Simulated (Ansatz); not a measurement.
# Dielectric response of CeO2 (111) films, part 2 of 4

Aim: the electronic and static ε of fluorite CeO2 (111) from films of three thicknesses in a field.

Ansatz 0.2.0; plane-wave DFT, PBEsol, Ansatz PAW.

So far. Step 2 (Relaxing the slab, 6 atoms, units 2): The gap is 1.90 eV, with the valence edge 6.23 eV and the conduction edge 4.33 eV under the upper vacuum level.

### 3. Atoms held, 6 atoms, units 2, field 0.1 V/Å

A sawtooth potential applies the field, turning back in the middle of the vacuum. With the dipole correction the typed value is the field outside the slab. The induced dipole is small, so the SCF threshold is tight.

input.yaml

```yaml
crystal:
  lattice:
    - [3.8254476898, -2.9e-09, 0.0]
    - [-1.9127238424, 3.3129348816, 0.0]
    - [0.0, 0.0, 22.6851974345]
  atoms:
    - { symbol: O, position: [0.6666666667, 0.3333333333, 0.3996512748] }
    - { symbol: Ce, position: [0.3333333333, 0.6666666667, 0.4325360557] }
    - { symbol: O, position: [0.0, 0.0, 0.4675528022] }
    - { symbol: O, position: [0.3333333333, 0.6666666667, 0.5324471852] }
    - { symbol: Ce, position: [0.0, 0.0, 0.5674639512] }
    - { symbol: O, position: [0.6666666667, 0.3333333333, 0.6003487309] }
kpoints:
  mp_grid: { grid: [12, 12, 1] }
hamiltonian:
  xc: pbesol
scf:
  occupations: { method: fixed }
  convergence: { dr2_threshold: 1.0e-10 }
efield:
  axis: 3
  dipole_correction: true
  ramp_position: 0.9527
  ramp_width: 0.0945
  amplitude: 0.1
output:
  write_potential: true
  write_density: true
  volumetric_format: npy
```

The run is started by

```console
$ ansatz run input.yaml --threads 4 --pin off --max-ram 12288MiB --backend cpu --events-out ev --progress --plain --runs-dir out
```

Numbers of over 12 decimals in the logs are rounded to 6 here.

The program printed:

```text
[...]
Crystal: 6 atoms, lattice volume = 287.500 Å³
Basis set: ecut = 420 eV, 5643 PW (Γ)
Bands: 30, of which v1, the nominal top of the filled ones, is band 24 counted from 1 (23 counted from 0)
Symmetry: 6 space group operations
k-points: 19 of 144 (time reversal used)
[...]
SCF iter   1: F=—  HF=-15233.547321 eV  |F-HF|=—  |Δ(HF+E_count)|=         —  Δρ=1.13e-1  dr2=4.44e1  ethr=3.10e-3  p=0.050 e·Å  D=3.13e-2 V/Å  ΔV_dip=-0.71 eV  dr2_dipole=6.35e-4  V_vac-E_F(+/−)=13.53/12.25 eV  ⟨swp⟩=7.1  Hψ=2760  notcnv=0  defer=27
[...]
SCF iter  19: F=-15222.564240 eV  HF=-15222.564240 eV  |F-HF|=1.82e-11  |Δ(HF+E_count)|=  6.37e-11  Δρ=1.93e-7  dr2=9.14e-11  ethr=1.00e-12  p=0.039 e·Å  D=2.43e-2 V/Å  ΔV_dip=-0.55 eV  dr2_dipole=1.24e-13  V_vac-E_F(+/−)=6.92/5.48 eV  ⟨swp⟩=13.1  Hψ=3592  notcnv=0
SCF 1 converged in 19 iterations: F = -15222.564240 eV  dr2 = 9.14e-11
[...]
SCF converged after 19 iterations
[...]
Free energy (F): -15222.564240 eV
[...]
Internal energy: -15222.564240 eV  (E = F + TS)
E sigma→0 (E₀):  -15222.564240 eV
Fermi energy:    -1.441888 eV
Dipole field:    D = 0.024309 V/Å  (p = 0.038622 e·Å, saw-weighted, corrected)
Work function:   not extracted (applied field tilts the vacuum); planar V_es + V_field profile in the machine report
[...]
--- Band table (eV; the first three rows and the last of 19) ---
  k-point 0: bands = [... 20 lower, -1.9975, -1.9975, -1.9458, -1.9458, 0.4567, 0.5954, 0.5954, 0.6822, ... 2 higher]
  k-point 1: bands = [... 20 lower, -2.0937, -1.9794, -1.8589, -1.7594, 0.4658, 0.5913, 0.6023, 0.6818, ... 2 higher]
  k-point 2: bands = [... 20 lower, -2.2010, -1.9440, -1.7790, -1.5449, 0.4895, 0.5804, 0.6236, 0.6800, ... 2 higher]
  k-point 18: bands = [... 20 lower, -2.2399, -1.9194, -1.9017, -1.5468, 0.5133, 0.5944, 0.6069, 0.6209, ... 2 higher]
```

Wall time 11 s (4 threads of Arm Neoverse V1, shared host); peak memory 0.59 GiB.

The column dr2 measures how far the density is from self-consistency, as an energy; F and HF (Harris–Foulkes) agree once it is small.

Numbers from this step:

- gap on the k-mesh: 1.899 eV
- dipole along the normal: 0.03862 e·Å

The dipole is 0.0386 e·Å, and the gap on the mesh 1.899 eV.

### 4. Atoms held, 6 atoms, units 2, field -0.1 V/Å

Changes to input.yaml since step 3:

```diff
@@ -24,3 +24,3 @@
   ramp_width: 0.0945
-  amplitude: 0.1
+  amplitude: -0.1
 output:
```

The program printed:

```text
[...]
Crystal: 6 atoms, lattice volume = 287.500 Å³
Basis set: ecut = 420 eV, 5643 PW (Γ)
Bands: 30, of which v1, the nominal top of the filled ones, is band 24 counted from 1 (23 counted from 0)
Symmetry: 6 space group operations
k-points: 19 of 144 (time reversal used)
[...]
k-point 0: bands = [... 20 lower, -1.9976, -1.9976, -1.9459, -1.9459, 0.4565, 0.5952, 0.5952, 0.6820, ... 2 higher]
  k-point 1: bands = [... 20 lower, -2.0938, -1.9796, -1.8590, -1.7596, 0.4656, 0.5912, 0.6021, 0.6816, ... 2 higher]
  k-point 2: bands = [... 20 lower, -2.2012, -1.9442, -1.7792, -1.5450, 0.4893, 0.5802, 0.6234, 0.6798, ... 2 higher]
  k-point 18: bands = [... 20 lower, -2.2400, -1.9196, -1.9019, -1.5469, 0.5131, 0.5943, 0.6067, 0.6207, ... 2 higher]
[key lines of the parts left out:]
SCF converged after 19 iterations
Free energy (F): -15222.564240 eV
Fermi energy:    -1.442060 eV
Dipole field:    D = -0.024308 V/Å  (p = -0.038621 e·Å, saw-weighted, corrected)
```

Wall time 11 s (4 threads); peak memory 0.59 GiB.

The dipole is -0.0386 e·Å, and the gap on the mesh 1.899 eV.

### 5. Response with the atoms held, 6 atoms, units 2

This step: plane-wave DFT, PBEsol, Ansatz PAW; response to a field along the normal, atoms held (Ansatz 0.2.0).

The two fields give this film's response with the atoms held: the electronic part.

This step gave:

* equivalent conductor thickness p/(ε₀AE): 5.514 Å
* distance between the outer atoms: 4.553 Å
* thickness: 6.247 Å

Local field over the applied field, running mean. From the potentials at -0.1 and 0.1 V/Å; running mean over 3.123 Å, taken twice. Local field over applied field against z:

| z (Å) | local field over applied field |
| --- | --- |
| 4.11 | 0.992 |
| 4.54 | 0.996 |
| 4.96 | 0.991 |
| 5.25 | 0.984 |
| 5.67 | 0.966 |
| 6.10 | 0.935 |
| 6.52 | 0.888 |
| 6.81 | 0.849 |
| 7.23 | 0.776 |
| 7.66 | 0.689 |
| 8.08 | 0.593 |
| 8.37 | 0.527 |
| 8.79 | 0.429 |
| 9.22 | 0.341 |
| 9.64 | 0.268 |
| 9.92 | 0.228 |
| 10.35 | 0.182 |
| 10.78 | 0.152 |
| 11.20 | 0.138 |
| 11.48 | 0.138 |
| 11.91 | 0.152 |
| 12.34 | 0.182 |
| 12.76 | 0.228 |
| 13.04 | 0.268 |
| 13.47 | 0.341 |
| 13.89 | 0.429 |
| 14.32 | 0.527 |
| 14.60 | 0.593 |
| 15.03 | 0.689 |
| 15.45 | 0.776 |
| 15.88 | 0.849 |
| 16.16 | 0.888 |
| 16.59 | 0.935 |
| 17.01 | 0.966 |
| 17.44 | 0.984 |
| 17.72 | 0.991 |
| 18.15 | 0.996 |
| 18.57 | 0.992 |

The induced electron density oscillates, so the rows of the table below give means over windows of 0.5 Å about each position, cut where the curve ends. Its maxima inside the range that stand out by 2 % of the span (Å: e/Å³ per V/Å): 8.37: 0.00322, 9.07: 0.00210, 9.92: 5.2e-4, 10.92: 4.4e-4, 12.19: 0.00115, 13.04: 1.8e-5, 13.75: -0.00190. Its minima: 8.93: 0.00190, 9.64: -1.8e-5, 10.49: -0.00115, 11.77: -4.4e-4, 12.76: -5.2e-4, 13.61: -0.00210, 14.32: -0.00322.

Electrons, planar mean, per unit field. Induced electron density against z; means over each step:

z (Å), induced electron density (e/Å³ per V/Å) and a bar from the least value:
```
      4.5    0.00000 ###############
      5.0    0.00001 ###############
      5.5    0.00002 ###############
      6.0    0.00006 ###############
      6.5    0.00019 ################
      7.0    0.00052 ##################
      7.5    0.00130 ######################
      8.0    0.00254 ############################
      8.5    0.00288 ##############################
      9.0    0.00195 #########################
      9.5    0.00050 ##################
     10.0    0.00015 ################
     10.5   -0.00077 ###########
     11.0    0.00026 ################
     11.5   -0.00019 ##############
     12.0    0.00036 #################
     12.5    0.00031 #################
     13.0   -0.00025 ##############
     13.5   -0.00158 #######
     14.0   -0.00246 ##
     14.5   -0.00293 
     15.0   -0.00171 ######
     15.5   -0.00075 ###########
     16.0   -0.00028 ##############
     16.5   -0.00010 ###############
     17.0   -0.00003 ###############
     17.5   -0.00001 ###############
     18.0    0.00000 ###############
     18.5    0.00000 ###############
```

By hand: between -0.1 and 0.1 V/Å the dipole changes by 0.07724 e·Å, a slope of 0.3862 e·Å²/V. A perfect conductor of thickness t has p = ε₀AEt, so t = 180.95 × 0.3862 / 12.673 = 5.51 Å (e/ε₀ = 180.95 V·Å, A in Å²).

The induced dipole is that of a conductor 5.51 Å thick.

### 6. Field on, atoms free, 6 atoms, field 0.05 V/Å

This step: plane-wave DFT, PBEsol, Ansatz PAW (Ansatz 0.2.0).

Now the atoms may follow the field. A weak field makes forces of meV/Å to tens of meV/Å, so the force tolerance is set well below the usual one.

Changes to input.yaml since step 4:

```diff
@@ -22,5 +22,8 @@
   dipole_correction: true
-  ramp_position: 0.9527
-  ramp_width: 0.0945
-  amplitude: -0.1
+  ramp_position: 0.97
+  ramp_width: 0.06
+  amplitude: 0.05
+relax:
+  f_tol: 0.0006
+  max_steps: 70
 output:
```

The program printed:

```text
[...]
Crystal: 6 atoms, lattice volume = 287.500 Å³
Basis set: ecut = 420 eV, 5643 PW (Γ), exchange–correlation on 54×54×320 points (8 copies of the dense FFT grid, shifted against one another)
Bands: 30, of which v1, the nominal top of the filled ones, is band 24 counted from 1 (23 counted from 0)
Symmetry: 6 space group operations
k-points: 19 of 144 (time reversal used)
[...]
SCF iter   1: F=—  HF=-15233.545339 eV  |F-HF|=—  |Δ(HF+E_count)|=         —  Δρ=1.13e-1  dr2=4.44e1  ethr=3.10e-3  p=0.025 e·Å  D=1.57e-2 V/Å  ΔV_dip=-0.36 eV  dr2_dipole=1.60e-4  V_vac-E_F(+/−)=13.25/12.57 eV  ⟨swp⟩=7.1  Hψ=2759  notcnv=0  defer=28
[...]
SCF iter  19: F=-15222.562728 eV  HF=-15222.562728 eV  |F-HF|=9.82e-11  |Δ(HF+E_count)|=  1.69e-10  Δρ=1.24e-7  dr2=4.40e-11  ethr=1.00e-12  p=0.019 e·Å  D=1.22e-2 V/Å  ΔV_dip=-0.28 eV  dr2_dipole=1.02e-16  V_vac-E_F(+/−)=6.60/5.84 eV  ⟨swp⟩=9.0  Hψ=3607  notcnv=0
SCF 1 converged in 19 iterations: F = -15222.562728 eV  dr2 = 4.40e-11
[...]
relax step   1: F+E_penalty+E_count = -15222.56272793 eV  Δ(F+E_penalty+E_count) = +0.000e0 eV  max|allowed force component| = 4.049e-2 eV/Å  Δτ_max = 0.0000 Å  (19 SCF iters, accepted)
[...]
SCF iter  11: F=-15222.562701 eV  HF=-15222.562701 eV  |F-HF|=6.91e-11  |Δ(HF+E_count)|=  6.51e-10  Δρ=1.49e-7  dr2=2.68e-11  ethr=1.00e-12  p=0.027 e·Å  D=1.67e-2 V/Å  ΔV_dip=-0.38 eV  dr2_dipole=7.97e-13  V_vac-E_F(+/−)=6.54/5.89 eV  ⟨swp⟩=6.4  Hψ=3834  notcnv=0
SCF 2 converged in 11 iterations: F = -15222.562701 eV  dr2 = 2.68e-11
[...]
relax step   2: F+E_penalty+E_count = -15222.56270103 eV  Δ(F+E_penalty+E_count) = +2.690e-5 eV  max|allowed force component| = 4.148e-2 eV/Å  Δτ_max = 0.0038 Å  (11 SCF iters, rejected (line search))
SCF iter   1: F=—  HF=-15222.562797 eV  |F-HF|=—  |Δ(HF+E_count)|=         —  Δρ=1.40e-4  dr2=1.50e-4  ethr=3.76e-6  p=0.027 e·Å  D=1.67e-2 V/Å  ΔV_dip=-0.38 eV  dr2_dipole=5.93e-5  V_vac-E_F(+/−)=6.54/5.89 eV  ⟨swp⟩=2.2  Hψ=1112  notcnv=0  defer=66
[...]
SCF iter  11: F=-15222.562813 eV  HF=-15222.562813 eV  |F-HF|=3.82e-11  |Δ(HF+E_count)|=  1.46e-11  Δρ=9.44e-8  dr2=1.19e-11  ethr=1.00e-12  p=0.023 e·Å  D=1.43e-2 V/Å  ΔV_dip=-0.32 eV  dr2_dipole=1.83e-13  V_vac-E_F(+/−)=6.57/5.86 eV  ⟨swp⟩=6.7  Hψ=3683  notcnv=0
SCF 3 converged in 11 iterations: F = -15222.562813 eV  dr2 = 1.19e-11
relax step   3: F+E_penalty+E_count = -15222.56281268 eV  Δ(F+E_penalty+E_count) = -8.475e-5 eV  max|allowed force component| = 7.307e-4 eV/Å  Δτ_max = 0.0016 Å  (11 SCF iters, accepted)
[...]
relax step   4: F+E_penalty+E_count = -15222.56277516 eV  Δ(F+E_penalty+E_count) = +3.753e-5 eV  max|allowed force component| = 2.396e-2 eV/Å  Δτ_max = 0.0014 Å  (11 SCF iters, rejected (line search))
SCF iter   1: F=—  HF=-15222.562769 eV  |F-HF|=—  |Δ(HF+E_count)|=         —  Δρ=1.18e-4  dr2=1.59e-4  ethr=3.41e-6  p=0.023 e·Å  D=1.46e-2 V/Å  ΔV_dip=-0.33 eV  dr2_dipole=1.39e-5  V_vac-E_F(+/−)=6.57/5.87 eV  ⟨swp⟩=1.3  Hψ=880  notcnv=0  defer=39
[...]
SCF iter  11: F=-15222.562813 eV  HF=-15222.562813 eV  |F-HF|=4.73e-11  |Δ(HF+E_count)|=  1.22e-10  Δρ=7.87e-8  dr2=1.65e-11  ethr=1.00e-12  p=0.023 e·Å  D=1.43e-2 V/Å  ΔV_dip=-0.32 eV  dr2_dipole=2.64e-12  V_vac-E_F(+/−)=6.57/5.86 eV  ⟨swp⟩=8.3  Hψ=3323  notcnv=0
SCF 5 converged in 11 iterations: F = -15222.562813 eV  dr2 = 1.65e-11
relax step   5: F+E_penalty+E_count = -15222.56281272 eV  Δ(F+E_penalty+E_count) = -3.205e-8 eV  max|allowed force component| = 6.896e-5 eV/Å  Δτ_max = 0.0000 Å  (11 SCF iters, accepted)
NSCF: frozen V_eff on 19 k-points
the band table was solved once a step of the walk had ended and its energy, with any forces and stress, was formed, with the checks that follow a solve (3578 applications of the Hamiltonian). They found nothing against the state; the energy, forces and stress were not computed again (output.eigenvalues in the input reference)
[...]
SCF converged after 11 iterations
[...]
Free energy (F): -15222.562813 eV
[...]
Internal energy: -15222.562813 eV  (E = F + TS)
E sigma→0 (E₀):  -15222.562813 eV
Fermi energy:    -1.442264 eV
Dipole field:    D = 0.014287 V/Å  (p = 0.022700 e·Å, saw-weighted, corrected)
Work function:   not extracted (applied field tilts the vacuum); planar V_es + V_field profile in the machine report
[...]
--- Forces (eV/Å), atoms counted from 1 ---
  atom   1  O      0.00000000     0.00000000    -0.00000854
  atom   2  Ce     0.00000000     0.00000000    -0.00004199
  atom   3  O      0.00000000    -0.00000000    -0.00004573
  atom   4  O      0.00000000     0.00000000     0.00006777
  atom   5  Ce    -0.00000000    -0.00000000     0.00002388
  atom   6  O     -0.00000000    -0.00000000    -0.00000248
  max |Σ_I F_I| component: 7.09e-6 eV/Å
--- Band table (eV; the first three rows and the last of 19) ---
  k-point 0: bands = [... 20 lower, -1.9872, -1.9872, -1.9548, -1.9548, 0.4581, 0.5989, 0.5989, 0.6799, ... 2 higher]
  k-point 1: bands = [... 20 lower, -2.0913, -1.9774, -1.8600, -1.7604, 0.4672, 0.5946, 0.6056, 0.6797, ... 2 higher]
  k-point 2: bands = [... 20 lower, -2.1994, -1.9432, -1.7794, -1.5452, 0.4910, 0.5833, 0.6264, 0.6787, ... 2 higher]
  k-point 18: bands = [... 20 lower, -2.2407, -1.9154, -1.9076, -1.5466, 0.5147, 0.6084, 0.6099, 0.6208, ... 2 higher]
--- Relaxed structure (5 steps of the walk, 3 accepted, 0 SCFs on fresh bases) ---
  F+E_penalty+E_count = -15222.56281272 eV   max|allowed force component| = 6.896e-5 eV/Å
  atoms:
    - { symbol: O, position: [0.666667, 0.333333, 0.399583] }
    - { symbol: Ce, position: [0.333333, 0.666667, 0.432597] }
    - { symbol: O, position: [0, 0, 0.467559] }
    - { symbol: O, position: [0.333333, 0.666667, 0.532455] }
    - { symbol: Ce, position: [0, 0, 0.567527] }
    - { symbol: O, position: [0.666667, 0.333333, 0.600279] }
```

Wall time 29 s (4 threads); peak memory 0.59 GiB; 1.9 min of CPU time.

No atom moved by 0.005 Å in the relaxation.

This step gave:

```
gap on the k-mesh       : 1.900 eV
dipole along the normal : 0.02270 e·Å
```

The relaxation took 5 steps and lowered the energy by 8.5e-5 eV; the largest force on the free atoms ends at 6.9e-5 eV/Å.

The dipole is 0.0227 e·Å, and the gap on the mesh 1.900 eV.

### 7. Relaxing in the field, 6 atoms, field -0.05 V/Å

The opposite sign, again from the field-free geometry; the difference of the two cancels what relaxes without a field.

Changes to input.yaml since step 6:

```diff
@@ -24,3 +24,3 @@
   ramp_width: 0.06
-  amplitude: 0.05
+  amplitude: -0.05
 relax:
```

The program printed:

```text
[...]
Crystal: 6 atoms, lattice volume = 287.500 Å³
Basis set: ecut = 420 eV, 5643 PW (Γ), exchange–correlation on 54×54×320 points (8 copies of the dense FFT grid, shifted against one another)
Bands: 30, of which v1, the nominal top of the filled ones, is band 24 counted from 1 (23 counted from 0)
Symmetry: 6 space group operations
k-points: 19 of 144 (time reversal used)
[...]
F+E_penalty+E_count = -15222.56281272 eV   max|allowed force component| = 6.798e-5 eV/Å
  atoms:
    - { symbol: O, position: [0.666667, 0.333333, 0.399721] }
    - { symbol: Ce, position: [0.333333, 0.666667, 0.432473] }
    - { symbol: O, position: [0, 0, 0.467545] }
    - { symbol: O, position: [0.333333, 0.666667, 0.532441] }
    - { symbol: Ce, position: [0, 0, 0.567403] }
    - { symbol: O, position: [0.666667, 0.333333, 0.600417] }
[key lines of the parts left out:]
SCF converged after 11 iterations
Free energy (F): -15222.562813 eV
Fermi energy:    -1.442264 eV
Dipole field:    D = -0.014287 V/Å  (p = -0.022700 e·Å, saw-weighted, corrected)
```

Run time: 29 s. Hardware: 4 threads; peak memory 0.59 GiB.

Hardly anything moved in the relaxation; the energy changed by under 0.2 meV an atom.

The relaxation took 5 steps and lowered the energy by 8.5e-5 eV; the largest force on the free atoms ends at 6.8e-5 eV/Å.

The dipole is -0.0227 e·Å, and the gap on the mesh 1.900 eV.

### 8. Response with the atoms relaxed, 6 atoms, units 2

This step: plane-wave DFT, PBEsol, Ansatz PAW; response to a field along the normal, atoms relaxed (Ansatz 0.2.0).

The two relaxed runs give the static response.

This step gave:

- equivalent conductor thickness p/(ε₀AE): 6.482 Å

Local field over the applied field, running mean. From the potentials at -0.05 and 0.05 V/Å; running mean over 3.123 Å, taken twice. Local field over applied field against z:

z (Å), local field over applied field and a bar:
```
      4.5      0.996 ##############################
      5.0      0.989 ##############################
      5.5      0.966 #############################
      6.0      0.935 ############################
      6.5      0.897 ###########################
      7.0      0.807 ########################
      7.5      0.673 ####################
      8.0      0.525 ################
      8.5      0.394 ############
      9.0      0.284 ########
      9.5      0.151 ####
     10.0      0.052 #
     10.5      0.012 
     11.0      0.019 
     11.5      0.024 
     12.0      0.012 
     12.5      0.030 #
     13.0      0.107 ###
     13.5      0.236 #######
     14.0      0.355 ##########
     14.5      0.472 ##############
     15.0      0.618 ##################
     15.5      0.761 #######################
     16.0      0.871 ##########################
     16.5      0.923 ############################
     17.0      0.954 #############################
     17.5      0.984 ##############################
     18.0      0.995 ##############################
     18.5      0.998 ##############################
```

The induced dipole is that of a conductor 6.48 Å thick.

(Continued in part 3 of 4.)

[Logs are printed without paths, hosts, clocks, repeated set-up lines and the standing remarks that a program may print on its own settings, such as how far it seeks lower states.]

[Hosts, paths, dates, database ids (printed as entryN), source tags and the programs' standing remarks are cut or masked in the printed files.]

[Maps of the electrostatic potential energy from Ansatz leave out the sawtooth potential of an applied field or a dipole correction, so their vacuum need not be flat; planar profiles and work functions include it.]
